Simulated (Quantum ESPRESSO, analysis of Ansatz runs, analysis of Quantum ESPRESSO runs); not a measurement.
# Local vibrational mode of the U centre (hydride ion on a halide site) in NaI (PBE) (Quantum ESPRESSO)

Subject: U centre (hydride ion on a halide site) in NaI. Wanted: its local vibrational mode, in one set-up (PBE, JTH 2.0 PBE, 32-site cell, PBE lattice, k: 2x2x2 shifted). The model is a cell of 32 host atoms with 1 I taken out and 1 H put in. The frequencies come from force constants among the defect atom and its neighbours, with the masses of the isotopes named. Other potentials or another program check that the number doesn't hang on one set of files.

**The experiment.** Threefold local mode of H-: 426.8 cm⁻¹, by infrared absorption (4.2-77 K) (quoted in “Electronic Absorption and Internal and External Vibrational Data of Atomic and Molecular Ions Doped in Alkali Halide Crystals (NSRDS-NBS 52)”, 1974, S. C. Jain, A. V. R. Warrier, S. K. Agarwal, quoting earlier work (1969)). Threefold local mode of D-: 318.5 cm⁻¹, by infrared absorption (4.2-77 K) (quoted in “Electronic Absorption and Internal and External Vibrational Data of Atomic and Molecular Ions Doped in Alkali Halide Crystals (NSRDS-NBS 52)”, 1974, S. C. Jain, A. V. R. Warrier, S. K. Agarwal, quoting earlier work (1969)). The calculation is set beside it at the end.

Calculated with Quantum ESPRESSO 7.5; Quantum ESPRESSO plane-wave DFT, PBE, JTH 2.0 PBE potentials; relaxation of all atoms of a defect supercell.

## 1. Set-up

The cell holds 32 atoms: 16 Na, 15 I and 1 H. Its edges and angles: a = 11.261 Å, b = 11.261 Å, c = 11.261 Å, α = 109.5°, β = 109.5°, γ = 109.5°. It derives from NaI (space group Fm-3m). Nearest the centre at fractional (0.500, 0.500, 0.500): H27 at 0.00 Å, Na7 at 3.25 Å, Na10 at 3.25 Å, Na6 at 3.25 Å, Na16 at 3.25 Å, Na12 at 3.25 Å, Na15 at 3.25 Å, I28 at 4.60 Å.

The host's primitive cell comes from a first run (Quantum ESPRESSO plane-wave DFT, PBE, JTH 2.0 PBE potentials; relaxation of cell and atoms of a defect-free cell): vectors of 4.597, 4.597 and 4.597 Å. That is 34.35 Å³ an atom, 1.3 % over the diffraction cell's volume. The supercell is built on it.

## 2. Relaxation, charge 0

Every later number rests on the structure around the defect, so the atoms are relaxed at the host's lattice first.

File pw.in:

```
&CONTROL
  calculation = 'relax'
  prefix = 'pwscf'
  outdir = './tmp'
  pseudo_dir = './pseudo'
  tprnfor = .true.
  disk_io = 'low'
  nstep = 70
  forc_conv_thr = 0.00039
  etot_conv_thr = 0.0001
/
&SYSTEM
  ibrav = 0
  nat = 32
  ntyp = 3
  ecutwfc = 40
  ecutrho = 240
  nbnd = 129
  occupations = 'smearing'
  smearing = 'fd'
  degauss = 0.00073499
/
&ELECTRONS
  conv_thr = 3d-08
  electron_maxstep = 100
  mixing_beta = 0.5
/
&IONS
  ion_dynamics = 'bfgs'
/
ATOMIC_SPECIES
Na    22.9898 Na.GGA_PBE-JTH.UPF
I    126.9045 I.GGA_PBE-JTH.UPF
H      1.0080 H.GGA_PBE-JTH.UPF
CELL_PARAMETERS angstrom
  -6.5013732732    6.5013732732    6.5013732732
   6.5013732732   -6.5013732732    6.5013732732
   6.5013732732    6.5013732732   -6.5013732732
ATOMIC_POSITIONS crystal
Na     0.0000000000    0.0000000000    0.0000000000
Na     0.0000000000    0.2500000000    0.7500000000
Na     0.0000000000    0.5000000000    0.5000000000
Na     0.0000000000    0.7500000000    0.2500000000
Na     0.2500000000    0.0000000000    0.7500000000
Na     0.2500000000    0.2500000000    0.5000000000
Na     0.2500000000    0.5000000000    0.2500000000
Na     0.2500000000    0.7500000000    0.0000000000
Na     0.5000000000    0.0000000000    0.5000000000
Na     0.5000000000    0.2500000000    0.2500000000
Na     0.5000000000    0.5000000000    0.0000000000
Na     0.5000000000    0.7500000000    0.7500000000
Na     0.7500000000    0.0000000000    0.2500000000
Na     0.7500000000    0.2500000000    0.0000000000
Na     0.7500000000    0.5000000000    0.7500000000
Na     0.7500000000    0.7500000000    0.5000000000
I      0.0000000000    0.0000000000    0.5000000000
I      0.0000000000    0.2500000000    0.2500000000
I      0.0000000000    0.5000000000    0.0000000000
I      0.0000000000    0.7500000000    0.7500000000
I      0.2500000000    0.0000000000    0.2500000000
I      0.2500000000    0.2500000000    0.0000000000
I      0.2500000000    0.5000000000    0.7500000000
I      0.2500000000    0.7500000000    0.5000000000
I      0.5000000000    0.0000000000    0.0000000000
I      0.5000000000    0.2500000000    0.7500000000
H      0.5000000000    0.5000000000    0.5000000000
I      0.5000000000    0.7500000000    0.2500000000
I      0.7500000000    0.0000000000    0.7500000000
I      0.7500000000    0.2500000000    0.5000000000
I      0.7500000000    0.5000000000    0.2500000000
I      0.7500000000    0.7500000000    0.0000000000
K_POINTS automatic
2 2 2 1 1 1
```

Command:

```
> OMP_NUM_THREADS=1 mpirun -n 8 pw.x -nk 2 -in pw.in > pw.out
```

The program printed:

```text
This program is part of the open-source Quantum ESPRESSO suite
     for quantum simulation of materials; please cite
         "P. Giannozzi et al., J. Phys.:Condens. Matter 21 395502 (2009);
         "P. Giannozzi et al., J. Phys.:Condens. Matter 29 465901 (2017);
         "P. Giannozzi et al., J. Chem. Phys. 152 154105 (2020);
          URL
     in publications or presentations arising from this work. More details at

     file Na.GGA_PBE-JTH.UPF: wavefunction(s)  2S 3S 2P 3P renormalized
     file I.GGA_PBE-JTH.UPF: wavefunction(s)  0S 0P renormalized
     file H.GGA_PBE-JTH.UPF: wavefunction(s)  1S 0S 0P renormalized
     Message from routine setup:
     using ibrav=0 with symmetry is DISCOURAGED, use correct ibrav instead

     K-points division:     npool     =       2
     Subspace diagonalization in iterative solution of the eigenvalue problem:
     a serial algorithm will be used

     --------------------
     sticks:   dense  smooth     PW     G-vecs:    dense   smooth      PW
     Min        2040    1356    365               116514    63345    8810
     Max        2041    1357    366               116516    63347    8811
     Sum        8161    5425   1461               466061   253385   35241

     Using Slab Decomposition

     bravais-lattice index     =            0
     lattice parameter (alat)  =      21.2797  a.u.
     unit-cell volume          =    7417.7450 (a.u.)^3
     number of atoms/cell      =           32
     number of atomic types    =            3
     number of electrons       =       250.00
     number of Kohn-Sham states=          129
     kinetic-energy cutoff     =      40.0000  Ry
     charge density cutoff     =     240.0000  Ry
     scf convergence threshold =      3.0E-08
     mixing beta               =       0.5000
     number of iterations used =            8  plain     mixing
     energy convergence thresh.=      1.0E-04
     force convergence thresh. =      3.9E-04
     Exchange-correlation= SLA PW PBX PBC
                           (   1   4   3   4   0   0   0)
     nstep                     =           70

     celldm(1)=  21.279656  celldm(2)=   0.000000  celldm(3)=   0.000000
     celldm(4)=   0.000000  celldm(5)=   0.000000  celldm(6)=   0.000000

     crystal axes: (cart. coord. in units of alat)
               a(1) = (  -0.577350   0.577350   0.577350 )
               a(2) = (   0.577350  -0.577350   0.577350 )
               a(3) = (   0.577350   0.577350  -0.577350 )

     reciprocal axes: (cart. coord. in units 2 pi/alat)
               b(1) = ( -0.000000  0.866025  0.866025 )
               b(2) = (  0.866025 -0.000000  0.866025 )
               b(3) = (  0.866025  0.866025  0.000000 )

     PseudoPot. # 1 for Na read from file:
     Na.GGA_PBE-JTH.UPF
     Pseudo is Projector augmented-wave + core cor, Zval =  9.0
     Generated using ATOMPAW code
     Shape of augmentation charge: SINC**2
     Using radial grid of  969 points,  4 beta functions with:
                l(1) =   0
                l(2) =   0
                l(3) =   1
                l(4) =   1
     Q(r) pseudized with 0 coefficients

     PseudoPot. # 2 for I  read from file:
     I.GGA_PBE-JTH.UPF
     Pseudo is Projector augmented-wave + core cor, Zval =  7.0
     Generated using ATOMPAW code
     Shape of augmentation charge: SINC**2
     Using radial grid of 1095 points,  4 beta functions with:
                l(1) =   0
                l(2) =   0
                l(3) =   1
                l(4) =   1
     Q(r) pseudized with 0 coefficients

     PseudoPot. # 3 for H  read from file:
     H.GGA_PBE-JTH.UPF
     Pseudo is Projector augmented-wave + core cor, Zval =  1.0
     Generated using ATOMPAW code
     Shape of augmentation charge: SINC**2
     Using radial grid of  777 points,  3 beta functions with:
                l(1) =   0
                l(2) =   0
                l(3) =   1
     Q(r) pseudized with 0 coefficients

     atomic species   valence    mass     pseudopotential
     Na                9.00    22.98980     Na( 1.00)
     I                 7.00   126.90450     I ( 1.00)
     H                 1.00     1.00800     H ( 1.00)

     48 Sym. Ops., with inversion, found (36 have fractional translation)

   Cartesian axes

     site n.     atom                  positions (alat units)
         1        Na     tau(   1) = (   0.0000000   0.0000000   0.0000000  )
         2        Na     tau(   2) = (   0.5773503   0.2886751  -0.2886751  )
         3        Na     tau(   3) = (   0.5773503   0.0000000   0.0000000  )
         4        Na     tau(   4) = (   0.5773503  -0.2886751   0.2886751  )
         5        Na     tau(   5) = (   0.2886751   0.5773503  -0.2886751  )
         6        Na     tau(   6) = (   0.2886751   0.2886751   0.0000000  )
         7        Na     tau(   7) = (   0.2886751   0.0000000   0.2886751  )
         8        Na     tau(   8) = (   0.2886751  -0.2886751   0.5773503  )
         9        Na     tau(   9) = (   0.0000000   0.5773503   0.0000000  )
        10        Na     tau(  10) = (   0.0000000   0.2886751   0.2886751  )
        11        Na     tau(  11) = (   0.0000000   0.0000000   0.5773503  )
        12        Na     tau(  12) = (   0.5773503   0.2886751   0.2886751  )
        13        Na     tau(  13) = (  -0.2886751   0.5773503   0.2886751  )
        14        Na     tau(  14) = (  -0.2886751   0.2886751   0.5773503  )
        15        Na     tau(  15) = (   0.2886751   0.5773503   0.2886751  )
        16        Na     tau(  16) = (   0.2886751   0.2886751   0.5773503  )
        17        I      tau(  17) = (   0.2886751   0.2886751  -0.2886751  )
        18        I      tau(  18) = (   0.2886751   0.0000000   0.0000000  )
        19        I      tau(  19) = (   0.2886751  -0.2886751   0.2886751  )
        20        I      tau(  20) = (   0.8660254   0.0000000   0.0000000  )
        21        I      tau(  21) = (   0.0000000   0.2886751   0.0000000  )
        22        I      tau(  22) = (   0.0000000   0.0000000   0.2886751  )
        23        I      tau(  23) = (   0.5773503   0.2886751   0.0000000  )
        24        I      tau(  24) = (   0.5773503   0.0000000   0.2886751  )
        25        I      tau(  25) = (  -0.2886751   0.2886751   0.2886751  )
        26        I      tau(  26) = (   0.2886751   0.5773503   0.0000000  )
        27        H      tau(  27) = (   0.2886751   0.2886751   0.2886751  )
        28        I      tau(  28) = (   0.2886751   0.0000000   0.5773503  )
        29        I      tau(  29) = (   0.0000000   0.8660254   0.0000000  )
[...]
Davidson diagonalization with overlap
     ethr =  3.04E-13,  avg # of iterations =  2.0

     negative rho (up, down):  8.294E-02 0.000E+00

     End of self-consistent calculation

          k = 0.4330 0.4330 0.4330 ( 31688 PWs)   bands (ev):

[...]
6.4818

          k = 0.0000 0.0000 0.4330 ( 31705 PWs)   bands (ev):

[...]
6.3368

     the Fermi energy is     3.0880 ev

!    total energy              =   -7435.56395582 Ry
     total all-electron energy =     -7435.563956 Ry
     estimated scf accuracy    <          2.5E-11 Ry
     smearing contrib. (-TS)   =       0.00000000 Ry
     internal energy E=F+TS    =   -7435.56395582 Ry

     The total energy is F=E-TS. E is the sum of the following terms:
     one-electron contribution =   -1384.51006000 Ry
     hartree contribution      =     650.19174342 Ry
     xc contribution           =    -324.28676894 Ry
     ewald contribution        =    -924.50333422 Ry
     one-center paw contrib.   =   -5452.45553608 Ry

     convergence has been achieved in   7 iterations

     negative rho (up, down):  8.294E-02 0.000E+00

     Forces acting on atoms (cartesian axes, Ry/au):

[...]
Total force =     0.002869     Total SCF correction =     0.000006
     Energy error            =      8.1E-05 Ry
     Gradient error          =      5.8E-04 Ry/Bohr

     number of scf cycles    =  14
     number of bfgs steps    =  13

     energy             old  =   -7435.5638746086 Ry
     energy             new  =   -7435.5639558214 Ry

     CASE: energy            _new < energy            _old

     new trust radius        =       0.0103773709 bohr
     new conv_thr            =       0.0000000003 Ry

ATOMIC_POSITIONS (crystal)
[...]
NEW-OLD atomic charge density approx. for the potential

     negative rho (up, down):  8.271E-02 0.000E+00

     Self-consistent Calculation

     iteration #  1     ecut=    40.00 Ry     beta= 0.50
     Davidson diagonalization with overlap
     ethr =  1.00E-06,  avg # of iterations =  3.0

     Threshold (ethr) on eigenvalues was too large:
     Diagonalizing with lowered threshold

     Davidson diagonalization with overlap
     ethr =  9.04E-09,  avg # of iterations =  4.0

     negative rho (up, down):  8.270E-02 0.000E+00

     total energy              =   -7435.56401437 Ry
     estimated scf accuracy    <       0.00004062 Ry

     iteration #  2     ecut=    40.00 Ry     beta= 0.50
     Davidson diagonalization with overlap
     ethr =  1.62E-08,  avg # of iterations =  2.0

     negative rho (up, down):  8.270E-02 0.000E+00

     total energy              =   -7435.56402611 Ry
     estimated scf accuracy    <       0.00000884 Ry

     iteration #  3     ecut=    40.00 Ry     beta= 0.50
     Davidson diagonalization with overlap
     ethr =  3.54E-09,  avg # of iterations =  2.0

     negative rho (up, down):  8.270E-02 0.000E+00

     total energy              =   -7435.56402783 Ry
     estimated scf accuracy    <       0.00000018 Ry

     iteration #  4     ecut=    40.00 Ry     beta= 0.50
     Davidson diagonalization with overlap
     ethr =  7.22E-11,  avg # of iterations =  4.0

     negative rho (up, down):  8.270E-02 0.000E+00

     total energy              =   -7435.56402787 Ry
     estimated scf accuracy    <       0.00000006 Ry

     iteration #  5     ecut=    40.00 Ry     beta= 0.50
     Davidson diagonalization with overlap
     ethr =  2.59E-11,  avg # of iterations =  2.5

     negative rho (up, down):  8.270E-02 0.000E+00

     total energy              =   -7435.56402788 Ry
     estimated scf accuracy    <          3.5E-09 Ry

     iteration #  6     ecut=    40.00 Ry     beta= 0.50
     Davidson diagonalization with overlap
     ethr =  1.38E-12,  avg # of iterations =  4.0

     negative rho (up, down):  8.270E-02 0.000E+00

     total energy              =   -7435.56402788 Ry
     estimated scf accuracy    <          2.4E-09 Ry

     iteration #  7     ecut=    40.00 Ry     beta= 0.50
     Davidson diagonalization with overlap
     ethr =  9.78E-13,  avg # of iterations =  2.0

     negative rho (up, down):  8.270E-02 0.000E+00

     total energy              =   -7435.56402788 Ry
     estimated scf accuracy    <          3.5E-10 Ry

     iteration #  8     ecut=    40.00 Ry     beta= 0.50
     Davidson diagonalization with overlap
     ethr =  1.41E-13,  avg # of iterations =  3.0

     negative rho (up, down):  8.270E-02 0.000E+00

     End of self-consistent calculation

          k = 0.4330 0.4330 0.4330 ( 31688 PWs)   bands (ev):

[...]
6.4790

          k = 0.0000 0.0000 0.4330 ( 31705 PWs)   bands (ev):

[...]
-9.4641  -9.3486  -9.3486  -9.2981  -9.2846  -9.2715  -9.2713  -9.2713
    -9.2284  -9.2092  -9.2092  -9.1878  -9.0005  -8.9955  -8.9833  -0.5239
    -0.4597  -0.3600  -0.3600  -0.2074  -0.2035  -0.2035  -0.1312  -0.1312
    -0.1260  -0.0648   0.0938   0.1215   0.1514   0.1839   0.1839   0.2193
     0.3412   0.3412   0.5685   0.5685   0.6032   0.7399   0.8010   0.8522
     0.8522   0.8762   0.8777   0.8952   0.8984   0.8984   0.9214   0.9708
     0.9837   0.9837   1.0998   1.0998   1.1408   1.1487   1.2206   1.2206
     1.2424   1.2591   1.3943   1.3943   1.8475   5.6519   6.2687   6.3150
     6.3351

     the Fermi energy is     3.0860 ev

!    total energy              =   -7435.56402788 Ry
     total all-electron energy =     -7435.564028 Ry
     estimated scf accuracy    <          5.9E-11 Ry
     smearing contrib. (-TS)   =       0.00000000 Ry
     internal energy E=F+TS    =   -7435.56402788 Ry

     The total energy is F=E-TS. E is the sum of the following terms:
     one-electron contribution =   -1384.56261501 Ry
     hartree contribution      =     650.21792326 Ry
     xc contribution           =    -324.28756998 Ry
     ewald contribution        =    -924.47622804 Ry
     one-center paw contrib.   =   -5452.45553811 Ry

     convergence has been achieved in   8 iterations

     negative rho (up, down):  8.270E-02 0.000E+00

     Forces acting on atoms (cartesian axes, Ry/au):

[...]
atom   25 type  2   force =    -0.00000000    0.00000000   -0.00000000
     atom   26 type  2   force =    -0.00000000   -0.00022431    0.00022431
     atom   27 type  3   force =    -0.00000000    0.00000000   -0.00000000
     atom   28 type  2   force =    -0.00000000    0.00022431   -0.00022431
     atom   29 type  2   force =    -0.00022431    0.00000000   -0.00022431
     atom   30 type  2   force =     0.00022431   -0.00022431   -0.00000000
     atom   31 type  2   force =     0.00022431    0.00000000   -0.00022431
     atom   32 type  2   force =    -0.00022431   -0.00022431    0.00000000

     Total force =     0.001207     Total SCF correction =     0.000021
     Energy error            =      7.2E-05 Ry
     Gradient error          =      2.2E-04 Ry/Bohr

     bfgs converged in  15 scf cycles and  14 bfgs steps
     (criteria: energy <  1.0E-04 Ry, force <  3.9E-04 Ry/Bohr)

     End of BFGS Geometry Optimization

     Final energy             =   -7435.5640278808 Ry

     File ./tmp/pwscf.bfgs deleted, as requested
Begin final coordinates

ATOMIC_POSITIONS (crystal)
[...]
I                0.5000000000        0.0000000000       -0.0000000000
I                0.5000000000        0.2526768705        0.7473231295
H                0.5000000000        0.5000000000        0.5000000000
I                0.5000000000        0.7473231295        0.2526768705
I                0.7473231295       -0.0053537410        0.7473231295
I                0.7473231295        0.2526768705        0.5000000000
I                0.7473231295        0.5000000000        0.2526768705
I                0.7473231295        0.7473231295       -0.0053537410
End final coordinates

=------------------------------------------------------------------------------=
   JOB DONE.
=------------------------------------------------------------------------------=
```

It took 8.1 min on 8 MPI ranks of Arm Neoverse V2, shared host; peak memory 2 GiB.

Relaxation path:

```
step  energy less that of the first step (eV)
   0                                   0.0000
   1                                  -0.0073
   2                                  -0.0151
   3                                  -0.0265
   4                                  -0.0429
   5                                  -0.0658
   6                                  -0.0965
   7                                  -0.1349
   8                                  -0.1784
   9                                  -0.2118
  10                                  -0.2141
  11                                  -0.2148
  12                                  -0.2153
  13                                  -0.2164
  14                                  -0.2174
```

The atoms that moved most (Å):

```
atom      dx      dy      dz  length
 Na7   0.000   0.296   0.000   0.296
 Na6   0.000   0.000   0.296   0.296
Na10   0.296   0.000   0.000   0.296
Na12  -0.296   0.000   0.000   0.296
Na16   0.000   0.000  -0.296   0.296
Na15   0.000  -0.296   0.000   0.296
 I22   0.035   0.035   0.000   0.049
 I18   0.000   0.035   0.035   0.049
```

The relaxed structure:

```xyz
32
Lattice="-6.5014 6.5014 6.5014 6.5014 -6.5014 6.5014 6.5014 6.5014 -6.5014" Properties=species:S:1:pos:R:3 pbc="T T T"
Na    0.0000    0.0000    0.0000
Na    6.5014    3.2507   -3.2507
Na    6.5014    0.0000    0.0000
Na    6.5014   -3.2507    3.2507
Na    3.2507    6.5014   -3.2507
Na    3.2507    3.2507    0.2964
Na    3.2507    0.2964    3.2507
Na    3.2507   -3.2507    6.5014
Na    0.0000    6.5014    0.0000
Na    0.2964    3.2507    3.2507
Na    0.0000    0.0000    6.5014
Na    6.2050    3.2507    3.2507
Na   -3.2507    6.5014    3.2507
Na   -3.2507    3.2507    6.5014
Na    3.2507    6.2050    3.2507
Na    3.2507    3.2507    6.2050
I     3.2507    3.2507   -3.2507
I     3.2507    0.0348    0.0348
I     3.2507   -3.2507    3.2507
I     9.7521   -0.0348   -0.0348
I     0.0348    3.2507    0.0348
I     0.0348    0.0348    3.2507
I     6.4666    3.2507    0.0348
I     6.4666    0.0348    3.2507
I    -3.2507    3.2507    3.2507
I     3.2507    6.4666    0.0348
H     3.2507    3.2507    3.2507
I     3.2507    0.0348    6.4666
I    -0.0348    9.7521   -0.0348
I     0.0348    6.4666    3.2507
I     0.0348    3.2507    6.4666
I    -0.0348   -0.0348    9.7521
```

Neighbours of H27 at the end:

| atom | distance (Å) |
| --- | --- |
| Na7 | 2.954 |
| Na15 | 2.954 |
| Na6 | 2.954 |
| Na10 | 2.954 |
| Na12 | 2.954 |
| Na16 | 2.954 |
| I26 | 4.548 |
| I24 | 4.548 |
| I23 | 4.548 |
| I28 | 4.548 |
| I22 | 4.548 |
| I18 | 4.548 |
| I20 | 4.548 |
| I30 | 4.548 |
| I31 | 4.548 |
| I32 | 4.548 |

First to last step the energy falls by 0.217 eV; the largest move, 0.30 Å, is that of Na6 and 5 other atoms alike.

(Part 1 of 2 ends here.)

[Logs are printed without paths, hosts, clocks, repeated set-up lines and the standing remarks that a program may print on its own settings, such as how far it seeks lower states.]

[Hosts, paths, dates, database ids (printed as entryN), source tags and the programs' standing remarks are cut or masked in the printed files.]

[For some hosts the program warned that the k-mesh of the response run may be too coarse for force constants and the static dielectric constant; such warnings are not shown here.]
